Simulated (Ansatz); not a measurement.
# Grüneisen parameters and expansion of Hf (Hafnium, P6_3/mmc)

Which modes of Hf (Hafnium) drive its thermal expansion?

Main program and level: Ansatz 0.2.0; DFT LDA, scalar-relativistic, plane waves, PAW; PAW set soft_1.

Report form: the programs' logs are mostly left out.

## 1. Starting point

The structure is hexagonal, space group P6_3/mmc (No. 194). Conventional cell: a = 3.197 Å, b = 3.197 Å, c = 5.058 Å, α = 90.00°, β = 90.00°, γ = 120.00°. Nearest to Hf lie 12 Hf at 3.13 to 3.20 Å.

## 2. A first coarse run

A cheap single point shows whether the cell is a metal or an insulator and how far it is from rest; that sets the k-mesh and the occupations of what follows.

The input, input.yaml:

```yaml
crystal:
  lattice:
    - [3.1967, 0.0, 0.0]
    - [-1.59835, 2.7684234083, 0.0]
    - [0.0, 0.0, 5.0578]
  atoms:
    - { symbol: Hf, position: [0.3333333333, 0.6666666667, 0.25] }
    - { symbol: Hf, position: [0.6666666667, 0.3333333333, 0.75] }
kpoints:
  mp_grid: { grid: [6, 6, 4] }
hamiltonian:
  xc: lda
  pseudopotentials: { kind: paw, azcp: { folder: soft_1 }, xc_functional: pbe }
scf:
  occupations: { method: gaussian, width: 0.1 }
  lower_state_search: "off"
output:
  forces: true
  stress: true
  eigenvalues: true
```

Launch:

```sh
$ ansatz run input.yaml --threads 18 --pin off --max-ram 92160MiB --backend cuda --events-out ev --progress --plain --runs-dir out --max-vram 78GiB
```

Elapsed: 0.95 s, on 1 × NVIDIA GB200 with 18 threads of Arm Neoverse V2, shared host; peak memory 1 GiB; 1.6 s of CPU time.

Numbers from this step:

```yaml
pressure: -7.619 GPa
volume_per_atom: 22.38 Å³/atom
gap_on_the_k_mesh: 0 eV
```

The start is under -7.6 GPa at this level and looks like a metal on this mesh.

## 3. Finding the static equilibrium

Phonons are second derivatives about a minimum, so cell and atoms are relaxed first, inside the symmetry of the start.

Changes to input.yaml since step 2:

```diff
@@ -9,3 +9,3 @@
 kpoints:
-  mp_grid: { grid: [6, 6, 4] }
+  mp_grid: { grid: [15, 15, 8] }
 hamiltonian:
@@ -20 +20,6 @@
   eigenvalues: true
+relax:
+  adjacent_minimum: "off"
+  f_tol: 0.005
+  max_steps: 80
+  cell: { stress_tol: 0.05 }
```

The job ended after 5.9 s (1 × NVIDIA GB200 with 18 threads; peak memory 1 GiB; 24 s of CPU time).

Step by step:

| step | energy less that of the first step (eV) | largest force component (eV/Å) | pressure (GPa) | volume (Å³) |
| --- | --- | --- | --- | --- |
| 1 | 0.0000 | 0.0000 | -7.66 | 44.76 |
| 2 | 0.0225 | 0.0000 | 10.96 | 38.50 |
| 3 | -0.0781 | 0.0000 | -0.83 | 41.95 |
| 4 | -0.0789 | 0.0000 | 0.08 | 41.63 |
| 5 | -0.0789 | 0.0000 | 0.00 | 41.66 |
| 6* | -0.0783 | 0.0000 | -0.01 | 41.66 |

Relaxation steps marked * repeat the geometry before them on a plane-wave basis chosen anew for their cell, so energy and pressure can jump there. Relaxation step 2 was tried and not accepted.

The run keeps the 24 symmetry operations that it works with, so distortions that break them were not tested.

| conventional cell, symmetrised | before | after | change |
| --- | --- | --- | --- |
| a (Å) | 3.197 | 3.121 | -2.4 % |
| b (Å) | 3.197 | 3.121 | -2.4 % |
| c (Å) | 5.058 | 4.939 | -2.3 % |
| volume (Å³/atom) | 22.38 | 20.83 | -6.9 % |

The relaxed structure:

```xyz
2
Lattice="3.1208 0.0000 0.0000 -1.5604 2.7027 0.0000 0.0000 0.0000 4.9393" Properties=species:S:1:pos:R:3 pbc="T T T"
Hf    0.0000    1.8018    1.2348
Hf    1.5604    0.9009    3.7045
```

Numbers from this step:

| Item | Value |
| --- | --- |
| pressure | -0.01054 GPa |
| volume per atom | 20.83 Å³/atom |

The relaxation ends with a pressure of -0.01 GPa.

## 4. Tight relaxation

The thresholds are tightened for a last relaxation ahead of the phonons, and where mesh or smearing change with them the cell follows.

input.yaml, the sections that differ from step 3:

```yaml
crystal:
  lattice:
    - [3.1207715153, 0.0, 0.0]
    - [-1.5603857576, 2.7026674116, 0.0]
    - [0.0, 0.0, 4.93931317]
  atoms:
    - { symbol: Hf, position: [0.3333333333, 0.6666666667, 0.25] }
    - { symbol: Hf, position: [0.6666666667, 0.3333333333, 0.75] }
scf:
  occupations: { method: methfessel_paxton, width: 0.2 }
  lower_state_search: "off"
relax:
  adjacent_minimum: "off"
  f_tol: 0.001
  max_steps: 60
  cell: { stress_tol: 0.01 }
# kpoints, hamiltonian, output: as in step 3
```

The job ended after 3.7 s (1 × NVIDIA GB200 with 18 threads; peak memory 1.1 GiB).

Little changed from the start: no atom moved by 0.005 Å and no cell edge by 0.1 %.

This step gave:

* pressure: 2.14e-4 GPa

The residual pressure is 2.1e-4 GPa, small enough for phonons.

## 5. Lattice dynamics at this volume, V/V0 1

Phonons at this volume give one point of F(V, T); meshes stay fixed along the series.

input.yaml, the sections that differ from step 4:

```yaml
crystal:
  lattice:
    - [3.1206126457, 0.0, 0.0]
    - [-1.5603063228, 2.7025298265, 0.0]
    - [0.0, 0.0, 4.9394306367]
  atoms:
    - { symbol: Hf, position: [0.3333333333, 0.6666666667, 0.25] }
    - { symbol: Hf, position: [0.6666666667, 0.3333333333, 0.75] }
output:
  eigenvalues: true
phonons:
  method: dfpt
  qmesh: [3, 3, 2]
  temperatures: { t_max: 1000, t_step: 50 }
  qpath:
    path:
      - [[0.0, 0.0, 0.0], [0.5, 0.0, 0.0], [0.33333333, 0.33333333, 0.0], [0.0, 0.0, 0.0], [0.0, 0.0, 0.5], [0.5, 0.0, 0.5], [0.33333333, 0.33333333, 0.5], [0.0, 0.0, 0.5]]
      - [[0.5, 0.0, 0.5], [0.5, 0.0, 0.0]]
      - [[0.33333333, 0.33333333, 0.0], [0.33333333, 0.33333333, 0.5]]
    npoints: 10
# kpoints, hamiltonian, scf: as in step 4
# relax: removed
```

Run time: 5.5 s. Hardware: 1 × NVIDIA GB200 with 18 threads; peak memory 2.3 GiB.

This step gave:

```yaml
gamma_frequencies: 0, 0, 0, 72.94, 72.94, 113.0 cm⁻¹ (negative: imaginary)
lowest_frequency_on_the_path: 0 cm⁻¹
zero_point_energy: 0.03869 eV/cell
point_group: 6/mmm
highest_frequency: 161.0 cm⁻¹
debye_temperature_from_the_second_moment: 202 K
```

No LO-TO term. The phonon branches at the labelled points (cm⁻¹):

| point | branch 1 | branch 2 | branch 3 | branch 4 | branch 5 | branch 6 |
| --- | --- | --- | --- | --- | --- | --- |
| Γ | 0 | 0 | 0 | 73 | 73 | 113 |
| halfway | 47 | 48 | 95 | 102 | 121 | 122 |
| M | 56 | 81 | 118 | 126 | 139 | 148 |
| halfway | 78 | 88 | 115 | 118 | 138 | 152 |
| K | 103 | 103 | 113 | 113 | 114 | 161 |
| halfway | 55 | 63 | 93 | 120 | 122 | 125 |
| Γ | 0 | 0 | 0 | 73 | 73 | 113 |
| halfway | 25 | 25 | 66 | 66 | 68 | 117 |
| A | 49 | 49 | 49 | 49 | 110 | 110 |
| halfway | 82 | 82 | 86 | 86 | 135 | 135 |
| L | 98 | 98 | 100 | 100 | 159 | 159 |
| halfway | 66 | 66 | 126 | 126 | 156 | 156 |
| H | 49 | 49 | 139 | 139 | 151 | 151 |
| halfway | 72 | 72 | 105 | 105 | 139 | 139 |
| A | 49 | 49 | 49 | 49 | 110 | 110 |
| jump to L | 98 | 98 | 100 | 100 | 159 | 159 |
| halfway | 72 | 92 | 108 | 120 | 151 | 152 |
| M | 56 | 81 | 118 | 126 | 139 | 148 |
| jump to K | 103 | 103 | 113 | 113 | 114 | 161 |
| halfway | 73 | 73 | 122 | 138 | 138 | 155 |
| H | 49 | 49 | 139 | 139 | 151 | 151 |

Tetrahedra on 24 24 14, mean over bins of 2 cm⁻¹. The phonon density of states by wavenumber; read off at these points:

wavenumber (cm⁻¹), phonon density of states (1/cm⁻¹/cell) and a bar:
```
      1.0     0.0000 
      7.0     0.0002 
     13.0     0.0007 
     17.0     0.0013 #
     23.0     0.0027 #
     29.0     0.0043 ##
     35.0     0.0063 ##
     39.0     0.0081 ###
     45.0     0.0115 ####
     51.0     0.0181 #######
     57.0     0.0337 #############
     61.0     0.0437 ################
     67.0     0.0781 #############################
     69.0     0.0798 ##############################
     73.0     0.0667 #########################
     79.0     0.0552 #####################
     83.0     0.0524 ####################
     89.0     0.0449 #################
     95.0     0.0373 ##############
    101.0     0.0445 #################
    105.0     0.0593 ######################
    109.0     0.0664 #########################
    111.0     0.0620 #######################
    117.0     0.0694 ##########################
    121.0     0.0792 ##############################
    123.0     0.0635 ########################
    127.0     0.0512 ###################
    133.0     0.0485 ##################
    139.0     0.0543 ####################
    145.0     0.0554 #####################
    149.0     0.0658 #########################
    151.0     0.0775 #############################
    155.0     0.0430 ################
    161.0     0.0006
```

Harmonic. Thermo, by row:

| T (K) | F_vib (meV/atom) | S (J/mol-atom/K) | C_V (J/mol-atom/K) |
| --- | --- | --- | --- |
| 0 | 19.34 | 0 | 0 |
| 50 | 18.25 | 6.881 | 12.74 |
| 100 | 11.5 | 18.7 | 20.55 |
| 150 | -0.6 | 27.54 | 22.82 |
| 200 | -16.68 | 34.25 | 23.71 |
| 250 | -35.86 | 39.59 | 24.14 |
| 300 | -57.56 | 44.02 | 24.38 |
| 350 | -81.37 | 47.79 | 24.53 |
| 400 | -107 | 51.07 | 24.63 |
| 450 | -134.2 | 53.98 | 24.69 |
| 500 | -162.9 | 56.58 | 24.74 |
| 550 | -192.8 | 58.94 | 24.77 |
| 600 | -223.9 | 61.1 | 24.8 |
| 650 | -256.1 | 63.08 | 24.82 |
| 700 | -289.3 | 64.92 | 24.84 |
| 750 | -323.4 | 66.64 | 24.85 |
| 800 | -358.3 | 68.24 | 24.86 |
| 850 | -394.1 | 69.75 | 24.87 |
| 900 | -430.6 | 71.17 | 24.88 |
| 950 | -467.9 | 72.52 | 24.89 |
| 1000 | -505.8 | 73.79 | 24.89 |

Phonopy on the run's constants, 21x21x11 mesh, Gaussian sigma 2.0 cm⁻¹. Table of modes, Hf by wavenumber; read off at these points:

| wavenumber (cm⁻¹) | modes, Hf (1/cm⁻¹/cell) |
| --- | --- |
| -5.0 | 2.7e-6 |
| 0.0 | 1.2e-4 |
| 5.0 | 7.3e-5 |
| 10.0 | 5.6e-4 |
| 15.0 | 0.00113 |
| 20.0 | 0.00192 |
| 25.0 | 0.00319 |
| 30.0 | 0.00527 |
| 35.0 | 0.00570 |
| 40.0 | 0.00931 |
| 45.0 | 0.0113 |
| 50.0 | 0.0170 |
| 55.0 | 0.0278 |
| 60.0 | 0.0405 |
| 65.0 | 0.0624 |
| 68.3 | 0.0745 |
| 70.0 | 0.0714 |
| 75.0 | 0.0626 |
| 80.0 | 0.0538 |
| 85.0 | 0.0489 |
| 90.0 | 0.0433 |
| 95.0 | 0.0385 |
| 100.0 | 0.0415 |
| 105.0 | 0.0578 |
| 108.0 | 0.0643 |
| 110.0 | 0.0610 |
| 115.0 | 0.0616 |
| 118.6 | 0.0763 |
| 120.0 | 0.0752 |
| 125.0 | 0.0579 |
| 130.0 | 0.0503 |
| 135.0 | 0.0515 |
| 140.0 | 0.0544 |
| 145.0 | 0.0591 |
| 150.0 | 0.0681 |
| 155.0 | 0.0452 |
| 160.0 | 0.00882 |
| 165.0 | 9.3e-5 |
| 170.0 | 0 |

No LO-TO term. Modes at Γ:

| mode | frequency (cm⁻¹) | symmetry |
| --- | --- | --- |
| 1 | 0.0 | - |
| 2 | 0.0 | - |
| 3 | 0.0 | - |
| 4 | 72.9 | E2g |
| 5 | 72.9 | E2g |
| 6 | 113.0 | B1g |

Displacements in mode 5 (72.9 cm⁻¹), the largest set to 1:
```
Hf1  0.00  1.00  0.00
Hf2  0.00 -1.00  0.00
```

Displacements in mode 6 (113.0 cm⁻¹), the largest set to 1:
```
Hf1  0.00  0.00  1.00
Hf2  0.00  0.00 -1.00
```

No mode is imaginary beyond numerical noise at the solved wavevectors.

## 6. Relaxing at fixed volume, V/V0 1.015

The volume is fixed at the new value while shape and atoms relax, so that only the volume differs between members of the series.

The cell differs from the one that the last finished run ended in (a 3.121 → 3.136 Å, b 3.121 → 3.136 Å, c 4.939 → 4.964 Å).

input.yaml, the sections that differ from step 5:

```yaml
crystal:
  lattice:
    - [3.1361383373, 0.0, 0.0]
    - [-1.5680691686, 2.7159754699, 0.0]
    - [0.0, 0.0, 4.9640053229]
  atoms:
    - { symbol: Hf, position: [0.3333333333, 0.6666666667, 0.25] }
    - { symbol: Hf, position: [0.6666666667, 0.3333333333, 0.75] }
output:
  forces: true
  stress: true
  eigenvalues: true
relax:
  adjacent_minimum: "off"
  f_tol: 0.001
  max_steps: 60
  cell: { stress_tol: 0.01, fix: [volume] }
# kpoints, hamiltonian, scf: as in step 5
# phonons: removed
```

The job ended after 3 s (1 × NVIDIA GB200 with 18 threads; peak memory 1.1 GiB).

Little changed from the start: no atom moved by 0.005 Å and no cell edge by 0.1 %.

## 7. Lattice dynamics at this volume, V/V0 1.015

input.yaml, the sections that differ from step 6:

```yaml
crystal:
  lattice:
    - [3.1371153981, 0.0, 0.0]
    - [-1.568557699, 2.7168216294, 0.0]
    - [0.0, 0.0, 4.9609137059]
  atoms:
    - { symbol: Hf, position: [0.3333333333, 0.6666666667, 0.25] }
    - { symbol: Hf, position: [0.6666666667, 0.3333333333, 0.75] }
output:
  eigenvalues: true
phonons:
  method: dfpt
  qmesh: [3, 3, 2]
  temperatures: { t_max: 1000, t_step: 50 }
  qpath:
    path:
      - [[0.0, 0.0, 0.0], [0.5, 0.0, 0.0], [0.33333333, 0.33333333, 0.0], [0.0, 0.0, 0.0], [0.0, 0.0, 0.5], [0.5, 0.0, 0.5], [0.33333333, 0.33333333, 0.5], [0.0, 0.0, 0.5]]
      - [[0.5, 0.0, 0.5], [0.5, 0.0, 0.0]]
      - [[0.33333333, 0.33333333, 0.0], [0.33333333, 0.33333333, 0.5]]
    npoints: 10
# kpoints, hamiltonian, scf: as in step 6
# relax: removed
```

The job ended after 5.6 s (1 × NVIDIA GB200 with 18 threads; peak memory 2.3 GiB).

No mode is imaginary beyond numerical noise at the solved wavevectors. The highest zone-centre mode (no LO–TO term) moved by -5.1 % for a volume change of +1.5 %.

## 8. A cell at another volume, V/V0 0.985

Each volume of the series is relaxed in shape and positions, since modes respond to internal strain as well.

The cell differs from the one that the last finished run ended in (a 3.137 → 3.105 Å, b 3.137 → 3.105 Å, c 4.961 → 4.915 Å).

input.yaml, the sections that differ from step 7:

```yaml
crystal:
  lattice:
    - [3.1049309104, 0.0, 0.0]
    - [-1.5524654552, 2.6889490454, 0.0]
    - [0.0, 0.0, 4.9146089583]
  atoms:
    - { symbol: Hf, position: [0.3333333333, 0.6666666667, 0.25] }
    - { symbol: Hf, position: [0.6666666667, 0.3333333333, 0.75] }
output:
  forces: true
  stress: true
  eigenvalues: true
relax:
  adjacent_minimum: "off"
  f_tol: 0.001
  max_steps: 60
  cell: { stress_tol: 0.01, fix: [volume] }
# kpoints, hamiltonian, scf: as in step 7
# phonons: removed
```

It took 2.9 s on 1 × NVIDIA GB200 with 18 threads; peak memory 1.1 GiB; 11 s of CPU time.

Little changed from the start: no atom moved by 0.005 Å and no cell edge by 0.1 %.

## 9. Phonons, V/V0 0.985

input.yaml, the sections that differ from step 8:

```yaml
crystal:
  lattice:
    - [3.1037891063, 0.0, 0.0]
    - [-1.5518945531, 2.687960214, 0.0]
    - [0.0, 0.0, 4.9182255397]
  atoms:
    - { symbol: Hf, position: [0.3333333333, 0.6666666667, 0.25] }
    - { symbol: Hf, position: [0.6666666667, 0.3333333333, 0.75] }
output:
  eigenvalues: true
phonons:
  method: dfpt
  qmesh: [3, 3, 2]
  temperatures: { t_max: 1000, t_step: 50 }
  qpath:
    path:
      - [[0.0, 0.0, 0.0], [0.5, 0.0, 0.0], [0.33333333, 0.33333333, 0.0], [0.0, 0.0, 0.0], [0.0, 0.0, 0.5], [0.5, 0.0, 0.5], [0.33333333, 0.33333333, 0.5], [0.0, 0.0, 0.5]]
      - [[0.5, 0.0, 0.5], [0.5, 0.0, 0.0]]
      - [[0.33333333, 0.33333333, 0.0], [0.33333333, 0.33333333, 0.5]]
    npoints: 10
# kpoints, hamiltonian, scf: as in step 8
# relax: removed
```

Run time: 5.2 s. Hardware: 1 × NVIDIA GB200 with 18 threads; peak memory 2.3 GiB; 19 s of CPU time.

No mode is imaginary beyond numerical noise at the solved wavevectors. The highest zone-centre mode (no LO–TO term) moved by +5.1 % for a volume change of -1.5 %.

## 10. A cell at another volume, V/V0 1.03

The cell differs from the one that the last finished run ended in (a 3.104 → 3.152 Å, b 3.104 → 3.152 Å, c 4.918 → 4.988 Å).

input.yaml, the sections that differ from step 9:

```yaml
crystal:
  lattice:
    - [3.1515118101, 0.0, 0.0]
    - [-1.575755905, 2.7292892879, 0.0]
    - [0.0, 0.0, 4.9883390712]
  atoms:
    - { symbol: Hf, position: [0.3333333333, 0.6666666667, 0.25] }
    - { symbol: Hf, position: [0.6666666667, 0.3333333333, 0.75] }
output:
  forces: true
  stress: true
  eigenvalues: true
relax:
  adjacent_minimum: "off"
  f_tol: 0.001
  max_steps: 60
  cell: { stress_tol: 0.01, fix: [volume] }
# kpoints, hamiltonian, scf: as in step 9
# phonons: removed
```

The job ended after 2.9 s (1 × NVIDIA GB200 with 18 threads; peak memory 1.1 GiB; 11 s of CPU time).

Relaxation path:

| step | energy less that of the first step (eV) | largest force component (eV/Å) | pressure (GPa) | volume (Å³) |
| --- | --- | --- | --- | --- |
| 1 | 0.0000 | 0.0000 | -3.40 | 42.91 |
| 2 | 0.0000 | 0.0000 | -3.39 | 42.91 |
| 3 | 0.0000 | 0.0000 | -3.39 | 42.91 |
| 4* | 0.0000 | 0.0000 | -3.39 | 42.91 |

Relaxation steps marked * repeat the geometry before them on a plane-wave basis chosen anew for their cell, so energy and pressure can jump there.

Forces are held to the 24 operations that the run works with; a distortion that breaks them can't arise in this run.

| conventional cell, symmetrised | before | after | change |
| --- | --- | --- | --- |
| a (Å) | 3.152 | 3.153 | +0.1 % |
| b (Å) | 3.152 | 3.153 | +0.1 % |
| c (Å) | 4.988 | 4.983 | -0.1 % |
| volume (Å³/atom) | 21.45 | 21.45 | -0.0 % |

Final coordinates:

```xyz
2
Lattice="3.1534 0.0000 0.0000 -1.5767 2.7309 0.0000 0.0000 0.0000 4.9825" Properties=species:S:1:pos:R:3 pbc="T T T"
Hf    0.0000    1.8206    1.2456
Hf    1.5767    0.9103    3.7369
```

## 11. Lattice dynamics at this volume, V/V0 1.03

input.yaml, the sections that differ from step 10:

```yaml
crystal:
  lattice:
    - [3.1533571184, 0.0, 0.0]
    - [-1.5766785592, 2.7308873718, 0.0]
    - [0.0, 0.0, 4.9825025421]
  atoms:
    - { symbol: Hf, position: [0.3333333333, 0.6666666667, 0.25] }
    - { symbol: Hf, position: [0.6666666667, 0.3333333333, 0.75] }
output:
  eigenvalues: true
phonons:
  method: dfpt
  qmesh: [3, 3, 2]
  temperatures: { t_max: 1000, t_step: 50 }
  qpath:
    path:
      - [[0.0, 0.0, 0.0], [0.5, 0.0, 0.0], [0.33333333, 0.33333333, 0.0], [0.0, 0.0, 0.0], [0.0, 0.0, 0.5], [0.5, 0.0, 0.5], [0.33333333, 0.33333333, 0.5], [0.0, 0.0, 0.5]]
      - [[0.5, 0.0, 0.5], [0.5, 0.0, 0.0]]
      - [[0.33333333, 0.33333333, 0.0], [0.33333333, 0.33333333, 0.5]]
    npoints: 10
# kpoints, hamiltonian, scf: as in step 10
# relax: removed
```

Elapsed: 6 s, on 1 × NVIDIA GB200 with 18 threads; peak memory 2.4 GiB; 20 s of CPU time.

No mode is imaginary beyond numerical noise at the solved wavevectors. The highest zone-centre mode (no LO–TO term) moved by -10.1 % for a volume change of +3.0 %.

## 12. A cell at another volume, V/V0 0.97

The cell differs from the one that the last finished run ended in (a 3.153 → 3.089 Å, b 3.153 → 3.089 Å, c 4.983 → 4.890 Å).

input.yaml, the sections that differ from step 11:

```yaml
crystal:
  lattice:
    - [3.0890891506, 0.0, 0.0]
    - [-1.5445445753, 2.675229679, 0.0]
    - [0.0, 0.0, 4.8895339865]
  atoms:
    - { symbol: Hf, position: [0.3333333333, 0.6666666667, 0.25] }
    - { symbol: Hf, position: [0.6666666667, 0.3333333333, 0.75] }
output:
  forces: true
  stress: true
  eigenvalues: true
relax:
  adjacent_minimum: "off"
  f_tol: 0.001
  max_steps: 60
  cell: { stress_tol: 0.01, fix: [volume] }
# kpoints, hamiltonian, scf: as in step 11
# phonons: removed
```

Elapsed: 3.1 s, on 1 × NVIDIA GB200 with 18 threads; peak memory 1 GiB; 11 s of CPU time.

Step by step:

| step | energy less that of the first step (eV) | largest force component (eV/Å) | pressure (GPa) | volume (Å³) |
| --- | --- | --- | --- | --- |
| 1 | 0.0000 | 0.0000 | 3.89 | 40.41 |
| 2 | -0.0001 | 0.0000 | 3.86 | 40.41 |
| 3 | -0.0001 | 0.0000 | 3.87 | 40.41 |
| 4* | -0.0001 | 0.0000 | 3.87 | 40.41 |

Relaxation steps marked * repeat the geometry before them on a plane-wave basis chosen anew for their cell, so energy and pressure can jump there.

Forces are held to the 24 operations that the run works with; a distortion that breaks them can't arise in this run.

| conventional cell, symmetrised | before | after | change |
| --- | --- | --- | --- |
| a (Å) | 3.089 | 3.087 | -0.1 % |
| b (Å) | 3.089 | 3.087 | -0.1 % |
| c (Å) | 4.890 | 4.897 | +0.2 % |
| volume (Å³/atom) | 20.20 | 20.20 | +0.0 % |

The relaxed structure:

```
Hf
1.0
     3.08667    0.00000    0.00000
    -1.54333    2.67313    0.00000
     0.00000    0.00000    4.89721
Hf
2
Direct
  0.33333 0.66667 0.25000
  0.66667 0.33333 0.75000
```

(Continued in part 2 of 2.)

[Logs are printed without paths, hosts, clocks, repeated set-up lines and the standing remarks that a program may print on its own settings, such as how far it seeks lower states.]

[Hosts, paths, dates, database ids (printed as entryN), source tags and the programs' standing remarks are cut or masked in the printed files.]

[A step with changed settings may run another functional than the one named; its input shows which.]


